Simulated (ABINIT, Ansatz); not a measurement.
# ZnS2 (Pa-3): changed settings of a GW run in ABINIT

Aim: change inputs of a GW run on ZnS2 (Pa-3) and see what moves.

Main program and level: ABINIT 10.8.3; LDA and many-body steps on it, plane waves.

Most raw output is cut from this account.

## 1. The structure

The structure is cubic, space group Pa-3 (No. 205). The conventional cell has a = 5.945 Å, b = 5.945 Å, c = 5.945 Å, α = 90.00°, β = 90.00°, γ = 90.00°. Nearest to Zn lie 6 S at 2.52 Å. S has 1 S at 2.06 Å and 3 Zn at 2.52 Å nearest. Farther neighbours and most contacts between anions are not listed.

The cell and positions are those that the Materials Project relaxed with its own functionals (PBE, PBE+U or r2SCAN), kept fixed.

## 2. Screening, 2×2×2 mesh, 323 bands, screening to 176.9 eV

This step: ABINIT 10.8.3; RPA screening on LDA, plane waves, norm-conserving pseudopotentials.

The RPA dielectric matrix is built and inverted for each q.

run.abi

```
acell 3*1.0 Angstrom
rprim 
  5.945430460000 0.000000000000 0.000000000000
  0.000000000000 5.945430460000 0.000000000000
  0.000000000000 0.000000000000 5.945430460000
ntypat 2
znucl 30 16
natom 12
typat 1 1 1 1 2 2 2 2 2 2 2 2
xred 
  0.500000000000 0.500000000000 0.000000000000
  0.500000000000 0.000000000000 0.500000000000
  0.000000000000 0.500000000000 0.500000000000
  0.000000000000 0.000000000000 0.000000000000
  0.100246390000 0.899753610000 0.399753610000
  0.899753610000 0.399753610000 0.100246390000
  0.399753610000 0.100246390000 0.899753610000
  0.600246390000 0.600246390000 0.600246390000
  0.899753610000 0.100246390000 0.600246390000
  0.100246390000 0.600246390000 0.899753610000
  0.600246390000 0.899753610000 0.100246390000
  0.399753610000 0.399753610000 0.399753610000
pp_dirpath "pseudos"
pseudos "Zn.upf, S.upf"
ecut 30
ngkpt 2 2 2
nshiftk 1
shiftk 0 0 0
kptopt 1
chksymbreak 0
istwfk *1
occopt 1
irdwfk 1
optdriver 3
nband 323
ecuteps 6.5
inclvkb 2
awtr 1
symchi 1
indata_prefix "in"
outdata_prefix "out"
tmpdata_prefix "tmp"
```

Command:

```bash
OMP_NUM_THREADS=1 mpirun -n 16 abinit run.abi > log
```

The job ended after 3.1 min (16 MPI ranks of Arm Neoverse V2, shared host; peak memory 14 GiB; 50 min of CPU time).

This step gave:

| Quantity | Value |
| --- | --- |
| ε∞ with local fields, on this mesh, along the program's q direction | 9.599 |
| the same without local fields | 10.63 |
| plasma frequency | 28.98 eV |
| plane waves in the screening matrix | 1141 |

Local fields lower ε∞ by 10 %. On a Γ-centred mesh this coarse the value itself is usually too large, while a short band sum pulls it down.

## 3. Base

The self-energy is evaluated for the states that the input lists, and the levels follow from it, in one-shot runs by the linearised quasiparticle equation.

This step: G0W0 on LDA, plane waves, norm-conserving pseudopotentials.

run.abi, as its differences from that of step 2:

```diff
@@ -33,8 +33,15 @@
 irdwfk 1
-optdriver 3
+optdriver 4
 nband 323
+gwcalctyp 0
+ecutsigx 30
+symsigma 1
+nkptgw 1
+kptgw 
+  0.0000000000 0.0000000000 0.0000000000
+bdgw 
+  63 66
 ecuteps 6.5
-inclvkb 2
-awtr 1
-symchi 1
+irdscr 1
+ppmodel 1
 indata_prefix "in"
```

It took 20 s on 16 MPI ranks; peak memory 9.9 GiB; 5.3 min of CPU time.

Numbers from this step:

```
G0W0 gap on the points computed              : 2.677 eV
starting gap on the mesh                     : 1.640 eV
k of the valence top                         : 0, 0, 0
k of the conduction bottom                   : 0, 0, 0
Z at the valence top                         : 0.783
Z at the conduction bottom                   : 0.79
least direct G0W0 gap on the computed points : 2.677 eV
```

The gap on the mesh goes from 1.64 eV to 2.68 eV, a correction of +1.04 eV.

## 4. A keyword of another program

run.abi, as its differences from that of step 3:

```diff
@@ -46,2 +46,3 @@
 ppmodel 1
+ecut_chi 100
 indata_prefix "in"
```

Wall time 0.71 s (16 MPI ranks); peak memory 0.05 GiB; 9.8 s of CPU time.

The run stopped with an error after 0.71 s.

The program's words: Found token: `ECUT_CHI` in the input file. This name is not one of the registered input variable names (see Action: check your input file. Perhaps you mistyped the input variable, or specified "img", although this was not permitted for this input variable.

The fault put into this input: a keyword of another program.

## 5. Side by side

Times are wall times on 16 MPI ranks of Arm Neoverse V2, shared host, good to a factor of about two. A run's time includes the screening step that it read.

| run | mesh | bands | screening cutoff (eV) | DFT gap (eV) | gap on the mesh (eV) | direct (eV) | ε∞ used | time |
| --- | --- | --- | --- | --- | --- | --- | --- | --- |
| base | 2×2×2 | 323 | 176.9 | 1.640 | 2.677 | 2.677 | 9.60 | 3.5 min |

## 6. Outcome

```json
{
 "base": "2.677 eV",
 "known limits": "not at the basis limit; coarse k mesh"
}
```

Bands and cutoff are finite, so the gap is not at the basis limit. The miss can reach some tenths of an eV and take either sign; the mesh is an error of its own. In the G0W0 run levels were corrected at 1 k point alone, so a gap called «on the mesh» is the least over those, and an edge elsewhere would be missed. A denser mesh or path gives a starting gap of 1.26 eV: the GW mesh misses a band edge, so its gaps are not the fundamental one. The 2×2×2 mesh is coarse for this cell, which bears on the long-range parts of exchange and screening.

[Paths, hosts, dates, memory and timing lines, banners, echoed tables and standing remarks are left out of the program output.]

[Logs are printed without paths, hosts, clocks, repeated set-up lines and the standing remarks that a program may print on its own settings, such as how far it seeks lower states.]

[Runs of the session that timed out or met a known fault of the program may be left out.]

[No measured gap is set beside runs whose start may be inverted or whose files or cutoffs have a known fault.]

[Hosts, paths, dates, database ids (printed as entryN), source tags and the programs' standing remarks are cut or masked in the printed files.]

[G0W0 gaps are taken among the corrected bands and points alone; a level outside them can change the order at an edge.]

[Where Ansatz stands beside ABINIT at settings called matched, ABINIT's density can come from a denser mesh and the files from another edition; pairs whose starting gaps differed by over 0.03 eV were left out, so agreement reads better than it is.]
